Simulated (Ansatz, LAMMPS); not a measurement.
# S in place of P at several sites of amorphous 73P2O5-20PbO-7Al2O3 (mol %) (88 atoms)

At which site of amorphous 73P2O5-20PbO-7Al2O3 (mol %) (88 atoms) does S in place of P cost least, and what about the site decides it?

Main program and level: Ansatz 0.2.0; Kohn-Sham DFT, PBE, PAW (set soft_2), plane waves.

**1. Set-up**

The cell holds 88 atoms: 22 P, 3 Pb, 2 Al and 61 O. Its edges and angles: a = 10.776 Å, b = 10.776 Å, c = 10.776 Å, α = 90.0°, β = 90.0°, γ = 90.0°. 88 atoms (22 P, 3 Sr, 2 Al, 61 O) placed at random at 2.63 g/cm³, melted at 5000 K for 10 ps at fixed volume with the Morse and Coulomb pair potential with partial charges (Pedone, Malavasi, Menziani, Cormack and Segre, J. Phys. Chem. B 110, 11780 (2006)). Quenched from 5000 K to 300 K at 10 K/ps and fixed volume, held 10 ps at zero pressure, then minimised at fixed cell. Then Sr was replaced by Pb and the cell scaled by 1.008 (the potential has no terms for the new elements, so the cell is a start for a DFT relaxation).

Limits known from the start: The quench rate of 10 K/ps is orders of magnitude faster than experiment, which tends to freeze in extra defects. The network of bonds at the start is that of the classical potential that made the cell, and needn't be the one that DFT or experiment would give. The Brillouin zone is sampled at Γ only, in a cell whose shortest periodic width is 11 Å. No spin–orbit coupling is included, so levels derived from the heavy atoms are approximate.

**2. Single point at the start**

The forces at the start show how far the geometry lies from a minimum of this functional.

input.yaml

```yaml
crystal:
  lattice:
    - [10.77554, 0.0, 0.0]
    - [0.0, 10.77554, 0.0]
    - [0.0, 0.0, 10.77554]
  atoms:
    - { symbol: P, position: [0.35655, 0.87349, 0.46344] }
    - { symbol: P, position: [0.05824, 0.12863, 0.87818] }
    - { symbol: P, position: [0.33518, 0.75256, 0.00721] }
    - { symbol: P, position: [0.3729, 0.46592, 0.33773] }
    - { symbol: P, position: [0.18021, 0.82062, 0.23972] }
    - { symbol: P, position: [0.53361, 0.11383, 0.42509] }
    - { symbol: P, position: [0.16147, 0.9989, 0.63775] }
    - { symbol: P, position: [0.82371, 0.82388, 0.02164] }
    - { symbol: P, position: [0.81103, 0.06984, 0.47395] }
    - { symbol: P, position: [0.21875, 0.49843, 0.92419] }
    - { symbol: P, position: [0.32991, 0.31026, 0.10819] }
    - { symbol: P, position: [0.98656, 0.63663, 0.35493] }
    - { symbol: P, position: [0.48736, 0.08166, 0.13477] }
    - { symbol: P, position: [0.39422, 0.18851, 0.67397] }
    - { symbol: P, position: [0.67009, 0.54324, 0.80537] }
    - { symbol: P, position: [0.73709, 0.32741, 0.4027] }
    - { symbol: P, position: [0.71789, 0.43683, 0.1373] }
    - { symbol: P, position: [0.23877, 0.42953, 0.64522] }
    - { symbol: P, position: [0.98909, 0.75231, 0.62513] }
    - { symbol: P, position: [0.70316, 0.7737, 0.63377] }
    - { symbol: P, position: [0.59145, 0.69625, 0.13385] }
    - { symbol: P, position: [0.00093, 0.01862, 0.13606] }
    - { symbol: Pb, position: [0.08448, 0.27244, 0.3739] }
    - { symbol: Pb, position: [0.68862, 0.0841, 0.83612] }
    - { symbol: Pb, position: [0.88934, 0.33774, 0.69282] }
    - { symbol: Al, position: [0.55189, 0.66925, 0.41628] }
    - { symbol: Al, position: [0.92562, 0.55066, 0.95866] }
    - { symbol: O, position: [0.28274, 0.62494, 0.95718] }
    - { symbol: O, position: [0.06726, 0.87193, 0.6316] }
    - { symbol: O, position: [0.64602, 0.34274, 0.06492] }
    - { symbol: O, position: [0.50966, 0.11927, 0.27669] }
    - { symbol: O, position: [0.99583, 0.69001, 0.49254] }
    - { symbol: O, position: [0.15061, 0.23332, 0.88546] }
    - { symbol: O, position: [0.31279, 0.36016, 0.40802] }
    - { symbol: O, position: [0.10938, 0.07786, 0.53005] }
    - { symbol: O, position: [0.8481, 0.78442, 0.63829] }
    - { symbol: O, position: [0.95731, 0.13064, 0.20271] }
    - { symbol: O, position: [0.4434, 0.9848, 0.4343] }
    - { symbol: O, position: [0.82393, 0.2084, 0.41894] }
    - { symbol: O, position: [0.60717, 0.04706, 0.07304] }
    - { symbol: O, position: [0.24248, 0.77815, 0.11805] }
    - { symbol: O, position: [0.82429, 0.09563, 0.61089] }
    - { symbol: O, position: [0.2354, 0.47531, 0.78498] }
    - { symbol: O, position: [0.46919, 0.16106, 0.5512] }
    - { symbol: O, position: [0.39779, 0.39349, 0.20777] }
    - { symbol: O, position: [0.11213, 0.37419, 0.61567] }
    - { symbol: O, position: [0.41506, 0.19733, 0.08316] }
    - { symbol: O, position: [0.05291, 0.05369, 0.00411] }
    - { symbol: O, position: [0.6724, 0.72151, 0.5056] }
    - { symbol: O, position: [0.862, 0.65754, 0.29557] }
    - { symbol: O, position: [0.74031, 0.3828, 0.27078] }
    - { symbol: O, position: [0.46476, 0.72206, 0.06642] }
    - { symbol: O, position: [0.02348, 0.50206, 0.34974] }
    - { symbol: O, position: [0.26763, 0.85251, 0.34915] }
    - { symbol: O, position: [0.33451, 0.31941, 0.66036] }
    - { symbol: O, position: [0.90734, 0.71022, 0.00161] }
    - { symbol: O, position: [0.70144, 0.77397, 0.08113] }
    - { symbol: O, position: [0.77606, 0.41629, 0.50119] }
    - { symbol: O, position: [0.28342, 0.09651, 0.67264] }
    - { symbol: O, position: [0.33047, 0.84485, 0.90527] }
    - { symbol: O, position: [0.30158, 0.57763, 0.28992] }
    - { symbol: O, position: [0.26902, 0.91021, 0.56983] }
    - { symbol: O, position: [0.49686, 0.51604, 0.3881] }
    - { symbol: O, position: [0.80952, 0.51972, 0.83662] }
    - { symbol: O, position: [0.02489, 0.66265, 0.72548] }
    - { symbol: O, position: [0.60795, 0.58714, 0.92325] }
    - { symbol: O, position: [0.63387, 0.88991, 0.66357] }
    - { symbol: O, position: [0.43265, 0.75877, 0.48373] }
    - { symbol: O, position: [0.88114, 0.96684, 0.41499] }
    - { symbol: O, position: [0.39637, 0.97468, 0.13987] }
    - { symbol: O, position: [0.92802, 0.17953, 0.86019] }
    - { symbol: O, position: [0.66673, 0.05199, 0.44595] }
    - { symbol: O, position: [0.67209, 0.66252, 0.72136] }
    - { symbol: O, position: [0.89795, 0.92019, 0.10218] }
    - { symbol: O, position: [0.2942, 0.40469, 0.00533] }
    - { symbol: O, position: [0.5622, 0.7374, 0.26692] }
    - { symbol: O, position: [0.61023, 0.25928, 0.41554] }
    - { symbol: O, position: [0.79804, 0.88272, 0.89827] }
    - { symbol: O, position: [0.09703, 0.04067, 0.7697] }
    - { symbol: O, position: [0.63904, 0.55961, 0.15419] }
    - { symbol: O, position: [0.10309, 0.9387, 0.20209] }
    - { symbol: O, position: [0.47538, 0.16898, 0.78458] }
    - { symbol: O, position: [0.84034, 0.47125, 0.07553] }
    - { symbol: O, position: [0.61559, 0.43378, 0.74064] }
    - { symbol: O, position: [0.0815, 0.72605, 0.28498] }
    - { symbol: O, position: [0.27668, 0.539, 0.56819] }
    - { symbol: O, position: [0.21467, 0.25948, 0.16903] }
    - { symbol: O, position: [0.08213, 0.50719, 0.95852] }
kpoints:
  mp_grid: { grid: [1, 1, 1] }
hamiltonian:
  xc: pbe
scf:
  occupations: { method: gaussian, width: 0.05 }
output:
  forces: true
```

Run with:

```sh
$ ansatz run input.yaml --threads 4 --pin off --max-ram 8192MiB --backend cpu --events-out ev --progress --plain --runs-dir out
```

What it wrote:

```text
Engine: ansatz 0.2.0, aarch64-unknown-linux-gnu
Pseudopotentials: kind: paw
Pseudopotential: P, paw, valence charge 5, recommended cutoff 420 eV (normal), P.paw.azcp
Pseudopotential: Pb, paw, valence charge 14, recommended cutoff 420 eV (normal), Pb.paw.azcp
Pseudopotential: Al, paw, valence charge 3, recommended cutoff 420 eV (normal), Al.paw.azcp
Pseudopotential: O, paw, valence charge 6, recommended cutoff 420 eV (normal), O.paw.azcp
[... 5 lines on functional and potentials left out ...]
Crystal: 88 atoms, lattice volume = 1251.172 Å³
Basis set: ecut = 420 eV, 24405 PW (Γ), exchange–correlation on 150×150×150 points (8 copies of the dense FFT grid, shifted against one another)
Bands: 350, of which v1, the nominal top of the filled ones, is band 262 counted from 1 (261 counted from 0)
Symmetry: 1 space group operations
Space group: P1 (ITA 1), of the structure as read, at distance tolerance 1.1e-4 Å
k-points: 1
[... 9 lines on functional and potentials left out ...]
Initial density: superposition of atomic densities (neutral atoms: chi_scale 0, normalization atom), corrected by the library's trained network
Initial wavefunctions: pseudopotential atomic-orbital guess
Functional: x = pbe(κ = 0.804, μ = 0.219515), c = pbe(β = 0.066725)
SCF iter   1: F=—  HF=-88045.756681 eV  |F-HF|=—  |Δ(HF+E_count)|=         —  Δρ=5.23e-3  dr2=5.18e-1  ethr=1.77e-3  ⟨swp⟩=7.0  Hψ=1849  notcnv=0  defer=63
preconditioner: auto → Resta (q_TF=auto, 2.360 Å⁻¹)  ε∞=3.2  [insulator: Δε(μ)=2.448 eV  Ē_g=16.348 eV  σ=0.050 eV  W_gap=1.00  n_scr=256 (ndim 8)  ℏωp=24.0 eV  f_vac=0.185  D(μ)=0.00/eV (n_scr^D=0)  ε∞_Penn≈3.2]
SCF iter   2: F=—  HF=-88045.641108 eV  |F-HF|=—  |Δ(HF+E_count)|=   1.16e-1  Δρ=2.79e-3  dr2=1.06e-1  ethr=9.89e-5  ⟨swp⟩=3.0  Hψ=614  notcnv=0  defer=81
SCF iter   3: F=—  HF=-88045.618576 eV  |F-HF|=—  |Δ(HF+E_count)|=   2.25e-2  Δρ=1.20e-3  dr2=3.34e-2  ethr=2.03e-5  ⟨swp⟩=3.0  Hψ=497  notcnv=0  defer=35
automatic band count: iteration 3 solves 304 bands in place of 350: the levels show a gap, and the empty bands left out lie too high to hold charge; the band table lists the bands solved (type scf.n_extra_bands for more)
SCF iter   4: F=—  HF=-88045.609596 eV  |F-HF|=—  |Δ(HF+E_count)|=   8.98e-3  Δρ=5.24e-4  dr2=3.49e-3  ethr=6.38e-6  ⟨swp⟩=3.0  Hψ=482  notcnv=0  defer=35
SCF iter   5: F=—  HF=-88045.609127 eV  |F-HF|=—  |Δ(HF+E_count)|=   4.69e-4  Δρ=2.63e-4  dr2=7.92e-4  ethr=6.65e-7  ⟨swp⟩=3.0  Hψ=597  notcnv=0  defer=35
SCF iter   6: F=—  HF=-88045.609096 eV  |F-HF|=—  |Δ(HF+E_count)|=   3.12e-5  Δρ=8.55e-5  dr2=7.58e-5  ethr=1.51e-7  ⟨swp⟩=3.0  Hψ=500  notcnv=0  defer=35
SCF iter   7: F=—  HF=-88045.606973 eV  |F-HF|=—  |Δ(HF+E_count)|=   2.12e-3  Δρ=4.36e-5  dr2=2.06e-5  ethr=1.45e-8  ⟨swp⟩=3.0  Hψ=600  notcnv=0  defer=35
SCF iter   8: F=—  HF=-88045.606975 eV  |F-HF|=—  |Δ(HF+E_count)|=   2.23e-6  Δρ=1.05e-5  dr2=1.45e-6  ethr=3.94e-9  ⟨swp⟩=3.0  Hψ=500  notcnv=0  defer=35
SCF iter   9: F=—  HF=-88045.606977 eV  |F-HF|=—  |Δ(HF+E_count)|=   1.17e-6  Δρ=6.01e-6  dr2=4.00e-7  ethr=2.77e-10  ⟨swp⟩=3.0  Hψ=514  notcnv=0  defer=35
SCF iter  10: F=-88045.606977 eV  HF=-88045.606977 eV  |F-HF|=1.29e-8  |Δ(HF+E_count)|=   4.90e-8  Δρ=2.73e-6  dr2=8.47e-8  ethr=1.91e-11  ⟨swp⟩=4.0  Hψ=1370  notcnv=0
SCF 1 converged in 10 iterations: F = -88045.606977 eV  dr2 = 8.47e-8
  greatest PAW one-centre occupation: 0.984 electrons in one spin orbital (limit 2), on the Pb atom at site 24 (counted from 0), in its partial waves of l = 2
SCF converged after 10 iterations
Free energy (F): -88045.606977 eV
Harris-Foulkes:  -88045.606977 eV  (|F-HF|=1.29e-8)
Internal energy: -88045.606977 eV  (E = F + TS)
E sigma→0 (E₀):  -88045.606977 eV
Fermi energy:    4.789062 eV
--- Per-component energies (eV) ---
  E_band       = -2962.803623
  E_kinetic    = 13438.718876
  E_local      = -38754.139405  (includes V_loc(G=0)·N_el)
  E_nonlocal   = 4661.787161
  E_hartree    = 14321.859615
  E_xc         = -6623.844738
  E_vxc        = -7571.355867  (∫ρ·V_xc dr)
  E_paw        = -54343.905373  (= ΣΔE_a)
  E_vpaw       = -3381.691203  (= ΣTr[D̂ρ^β])
  E_aug_tail   = 0.154343  (compensation charges beyond the density's cutoff)
  E_ewald      = -20746.237454
  E_smearing   = -0.000000  (= −TS)
  E_closure    = -0.000000  (closes the sum)
  Σ components = -88045.606977   (vs F -88045.606977, Δ=0.00e0)
--- Forces (eV/Å), atoms counted from 1 ---
  atom   1  P      1.66410241     1.01656728     1.47667229
  atom   2  P      1.32558678     4.49216392    -0.49331117
  atom   3  P      0.80413999     1.99885405    -3.00088373
  atom   4  P     -3.15764514     1.54068940    -0.42494839
  atom   5  P     -1.18969183    -1.20376833     0.81417969
  atom   6  P      2.18839441     0.83081010    -1.16998543
  atom   7  P     -1.89404326     3.83357039    -3.08827997
  atom   8  P      1.51841208    -1.06490233    -3.90255105
  atom   9  P      0.64439634    -1.18039005     1.19692174
  atom  10  P     -0.58722412    -0.18985524    -0.41186189
  atom  11  P     -2.04369187    -0.75025418     6.08991028
  atom  12  P     -3.98993042    -3.08455195    -0.34743604
  atom  13  P     -0.83604726    -4.57819464     0.13362658
  atom  14  P     -1.24585666    -1.26955620     1.31733152
[...]
atom  87  O     -0.20281743     0.13513585    -0.71386791
  atom  88  O      0.74787595    -0.27366072     0.05761003
  max |Σ_I F_I| component: 1.15e-4 eV/Å
```

Wall time 20 s (4 threads of Arm Neoverse V1, shared host); peak memory 1.5 GiB.

The r.m.s. force at the start is 1.4 eV/Å.

**3. Relaxation**

The atoms are relaxed in the fixed cell, aiming at the force tolerance of the input.

input.yaml

```yaml
crystal:
  lattice:
    - [10.77554, 0.0, 0.0]
    - [0.0, 10.77554, 0.0]
    - [0.0, 0.0, 10.77554]
  atoms:
    [... the 88 atom lines of step 2 ...]
kpoints:
  mp_grid: { grid: [1, 1, 1] }
hamiltonian:
  xc: pbe
scf:
  occupations: { method: gaussian, width: 0.05 }
output:
  forces: true
relax:
  f_tol: 0.05
  max_steps: 120
```

What it wrote:

```text
[...]
Crystal: 88 atoms, lattice volume = 1251.172 Å³
Basis set: ecut = 420 eV, 24405 PW (Γ), exchange–correlation on 150×150×150 points (8 copies of the dense FFT grid, shifted against one another)
Bands: 350, of which v1, the nominal top of the filled ones, is band 262 counted from 1 (261 counted from 0)
Symmetry: 1 space group operations
[...]
k-points: 1
[...]
SCF iter   1: F=—  HF=-88045.756680 eV  |F-HF|=—  |Δ(HF+E_count)|=         —  Δρ=5.23e-3  dr2=5.18e-1  ethr=1.77e-3  ⟨swp⟩=7.0  Hψ=1849  notcnv=0  defer=63
[...]
SCF iter   7: F=-88045.606966 eV  HF=-88045.606974 eV  |F-HF|=8.49e-6  |Δ(HF+E_count)|=   2.01e-5  Δρ=4.42e-5  dr2=2.10e-5  ethr=1.19e-8  ⟨swp⟩=5.0  Hψ=1186  notcnv=0
SCF 1 converged in 7 iterations: F = -88045.606966 eV  dr2 = 2.10e-5
[...]
relax step   1: F+E_penalty+E_count = -88045.60696574 eV  Δ(F+E_penalty+E_count) = +0.000e0 eV  max|allowed force component| = 6.090e0 eV/Å  Δτ_max = 0.0000 Å  (7 SCF iters, dr2 threshold 6.25e-5 eV, accepted)
[...]
relax step   2: F+E_penalty+E_count = -88048.39270200 eV  Δ(F+E_penalty+E_count) = -2.786e0 eV  max|allowed force component| = 4.361e0 eV/Å  Δτ_max = 0.1958 Å  (6 SCF iters, dr2 threshold 1.00e-4 eV, accepted)
[...]
relax step   3: F+E_penalty+E_count = -88052.10373555 eV  Δ(F+E_penalty+E_count) = -3.711e0 eV  max|allowed force component| = 1.128e0 eV/Å  Δτ_max = 0.1947 Å  (7 SCF iters, dr2 threshold 1.00e-4 eV, accepted)
relax step   4: F+E_penalty+E_count = -88052.97508739 eV  Δ(F+E_penalty+E_count) = -8.714e-1 eV  max|allowed force component| = 7.692e-1 eV/Å  Δτ_max = 0.1947 Å  (6 SCF iters, dr2 threshold 8.51e-5 eV, accepted)
relax step   5: F+E_penalty+E_count = -88053.58093465 eV  Δ(F+E_penalty+E_count) = -6.058e-1 eV  max|allowed force component| = 7.169e-1 eV/Å  Δτ_max = 0.1949 Å  (7 SCF iters, dr2 threshold 3.96e-5 eV, accepted)
relax step   6: F+E_penalty+E_count = -88053.93406494 eV  Δ(F+E_penalty+E_count) = -3.531e-1 eV  max|allowed force component| = 5.797e-1 eV/Å  Δτ_max = 0.1846 Å  (7 SCF iters, dr2 threshold 1.00e-4 eV, accepted)
relax step   7: F+E_penalty+E_count = -88054.16653270 eV  Δ(F+E_penalty+E_count) = -2.325e-1 eV  max|allowed force component| = 5.955e-1 eV/Å  Δτ_max = 0.1249 Å  (6 SCF iters, dr2 threshold 1.00e-4 eV, accepted)
relax step   8: F+E_penalty+E_count = -88054.45484275 eV  Δ(F+E_penalty+E_count) = -2.883e-1 eV  max|allowed force component| = 5.297e-1 eV/Å  Δτ_max = 0.1945 Å  (6 SCF iters, dr2 threshold 1.00e-4 eV, accepted)
relax step   9: F+E_penalty+E_count = -88054.80382342 eV  Δ(F+E_penalty+E_count) = -3.490e-1 eV  max|allowed force component| = 6.809e-1 eV/Å  Δτ_max = 0.2000 Å  (6 SCF iters, dr2 threshold 1.00e-4 eV, accepted)
relax step  10: F+E_penalty+E_count = -88055.05873349 eV  Δ(F+E_penalty+E_count) = -2.549e-1 eV  max|allowed force component| = 4.832e-1 eV/Å  Δτ_max = 0.2000 Å  (6 SCF iters, dr2 threshold 1.00e-4 eV, accepted)
relax step  11: F+E_penalty+E_count = -88055.06791182 eV  Δ(F+E_penalty+E_count) = -9.178e-3 eV  max|allowed force component| = 8.164e-1 eV/Å  Δτ_max = 0.1949 Å  (6 SCF iters, dr2 threshold 1.00e-4 eV, accepted)
relax step  12: F+E_penalty+E_count = -88055.23412046 eV  Δ(F+E_penalty+E_count) = -1.662e-1 eV  max|allowed force component| = 3.452e-1 eV/Å  Δτ_max = 0.2000 Å  (6 SCF iters, dr2 threshold 1.00e-4 eV, accepted)
relax step  13: F+E_penalty+E_count = -88055.19146615 eV  Δ(F+E_penalty+E_count) = +4.265e-2 eV  max|allowed force component| = 5.690e-1 eV/Å  Δτ_max = 0.2000 Å  (7 SCF iters, dr2 threshold 2.13e-5 eV, rejected (line search))
relax step  14: F+E_penalty+E_count = -88055.30057527 eV  Δ(F+E_penalty+E_count) = -6.645e-2 eV  max|allowed force component| = 1.401e-1 eV/Å  Δτ_max = 0.0967 Å  (10 SCF iters, accepted)
relax step  15: F+E_penalty+E_count = -88055.31418849 eV  Δ(F+E_penalty+E_count) = -1.361e-2 eV  max|allowed force component| = 1.647e-1 eV/Å  Δτ_max = 0.0669 Å  (7 SCF iters, dr2 threshold 3.23e-6 eV, accepted)
relax step  16: F+E_penalty+E_count = -88055.32324555 eV  Δ(F+E_penalty+E_count) = -9.057e-3 eV  max|allowed force component| = 1.897e-1 eV/Å  Δτ_max = 0.0472 Å  (6 SCF iters, dr2 threshold 4.47e-6 eV, accepted)
relax step  17: F+E_penalty+E_count = -88055.33008488 eV  Δ(F+E_penalty+E_count) = -6.839e-3 eV  max|allowed force component| = 1.945e-1 eV/Å  Δτ_max = 0.0403 Å  (5 SCF iters, dr2 threshold 3.60e-5 eV, accepted)
relax step  18: F+E_penalty+E_count = -88055.33645004 eV  Δ(F+E_penalty+E_count) = -6.365e-3 eV  max|allowed force component| = 1.830e-1 eV/Å  Δτ_max = 0.0351 Å  (5 SCF iters, dr2 threshold 3.78e-5 eV, accepted)
relax step  19: F+E_penalty+E_count = -88055.34256413 eV  Δ(F+E_penalty+E_count) = -6.114e-3 eV  max|allowed force component| = 1.528e-1 eV/Å  Δτ_max = 0.0327 Å  (5 SCF iters, dr2 threshold 2.97e-5 eV, accepted)
relax step  20: F+E_penalty+E_count = -88055.34836196 eV  Δ(F+E_penalty+E_count) = -5.798e-3 eV  max|allowed force component| = 9.383e-2 eV/Å  Δτ_max = 0.0324 Å  (5 SCF iters, dr2 threshold 1.63e-5 eV, accepted)
relax step  21: F+E_penalty+E_count = -88055.35442075 eV  Δ(F+E_penalty+E_count) = -6.059e-3 eV  max|allowed force component| = 7.737e-2 eV/Å  Δτ_max = 0.0452 Å  (6 SCF iters, dr2 threshold 3.32e-6 eV, accepted)
relax step  22: F+E_penalty+E_count = -88055.36008592 eV  Δ(F+E_penalty+E_count) = -5.665e-3 eV  max|allowed force component| = 8.277e-2 eV/Å  Δτ_max = 0.0558 Å  (8 SCF iters, accepted)
relax step  23: F+E_penalty+E_count = -88055.36479045 eV  Δ(F+E_penalty+E_count) = -4.705e-3 eV  max|allowed force component| = 9.149e-2 eV/Å  Δτ_max = 0.0561 Å  (6 SCF iters, dr2 threshold 4.66e-6 eV, accepted)
relax step  24: F+E_penalty+E_count = -88055.36867847 eV  Δ(F+E_penalty+E_count) = -3.888e-3 eV  max|allowed force component| = 7.585e-2 eV/Å  Δτ_max = 0.0261 Å  (6 SCF iters, dr2 threshold 8.37e-6 eV, accepted)
relax step  25: F+E_penalty+E_count = -88055.31992187 eV  Δ(F+E_penalty+E_count) = +4.876e-2 eV  max|allowed force component| = 4.387e-1 eV/Å  Δτ_max = 0.2000 Å  (8 SCF iters, dr2 threshold 3.95e-6 eV, rejected (line search))
relax step  26: F+E_penalty+E_count = -88055.37478169 eV  Δ(F+E_penalty+E_count) = -6.103e-3 eV  max|allowed force component| = 9.699e-2 eV/Å  Δτ_max = 0.0975 Å  (9 SCF iters, accepted)
relax step  27: F+E_penalty+E_count = -88055.37725633 eV  Δ(F+E_penalty+E_count) = -2.475e-3 eV  max|allowed force component| = 5.046e-2 eV/Å  Δτ_max = 0.0094 Å  (5 SCF iters, dr2 threshold 6.47e-6 eV, accepted)
[...]
relax step  28: F+E_penalty+E_count = -88055.37860176 eV  Δ(F+E_penalty+E_count) = -1.345e-3 eV  max|allowed force component| = 3.829e-2 eV/Å  Δτ_max = 0.0100 Å  (7 SCF iters, accepted)
SCF converged after 7 iterations
Free energy (F): -88055.378602 eV
[...]
Internal energy: -88055.378602 eV  (E = F + TS)
E sigma→0 (E₀):  -88055.378602 eV
Fermi energy:    4.782902 eV
[...]
--- Forces (eV/Å), atoms counted from 1 ---
  atom   1  P      0.00355103     0.00912417    -0.00698090
  atom   2  P     -0.02491837     0.00847906    -0.00947805
  atom   3  P     -0.00427470    -0.00560023    -0.00021728
  atom   4  P     -0.00274928     0.00831521    -0.00930348
  atom   5  P      0.00372885     0.00973028    -0.00380144
  atom   6  P     -0.00758934    -0.00022216    -0.00860120
  atom   7  P      0.00176200     0.00502322     0.00213793
  atom   8  P     -0.00723294     0.00935267    -0.01575784
  atom   9  P     -0.00299160    -0.00798393     0.02141522
  atom  10  P      0.00927120     0.00227538    -0.00263651
  atom  11  P     -0.00517771    -0.00267226     0.00509277
  atom  12  P      0.00322204    -0.00958401    -0.01189682
  atom  13  P      0.00630823     0.00848230    -0.00147928
  atom  14  P     -0.01866631    -0.00187386     0.00376298
[...]
atom  87  O      0.00555323     0.00420159     0.00269195
  atom  88  O     -0.00755101     0.00089242     0.00058433
  max |Σ_I F_I| component: 9.33e-5 eV/Å
--- Relaxed structure (28 steps of the walk, 26 accepted, 0 SCFs on fresh bases) ---
  F+E_penalty+E_count = -88055.37860176 eV   max|allowed force component| = 3.829e-2 eV/Å
  atoms:
    - { symbol: P, position: [0.341515, 0.892485, 0.454616] }
    - { symbol: P, position: [0.034650, 0.095853, 0.861688] }
    - { symbol: P, position: [0.357916, 0.753053, 0.010062] }
    - { symbol: P, position: [0.367312, 0.489127, 0.338686] }
[...]
- { symbol: O, position: [0.104489, 0.521282, 1.015419] }
```

The job ended after 5.1 min (4 threads; peak memory 1.5 GiB).

The relaxation converged after 28 steps, 9.77 eV below its start, with a largest force component of 0.038 eV/Å.

(Continued in part 2 of 3.)

[Long decimals in the printed logs are rounded to 6 places.]

[Logs are printed without paths, hosts, clocks, repeated set-up lines and the standing remarks that a program may print on its own settings, such as how far it seeks lower states.]

[Hosts, paths, dates, database ids (printed as entryN), source tags and the programs' standing remarks are cut or masked in the printed files.]
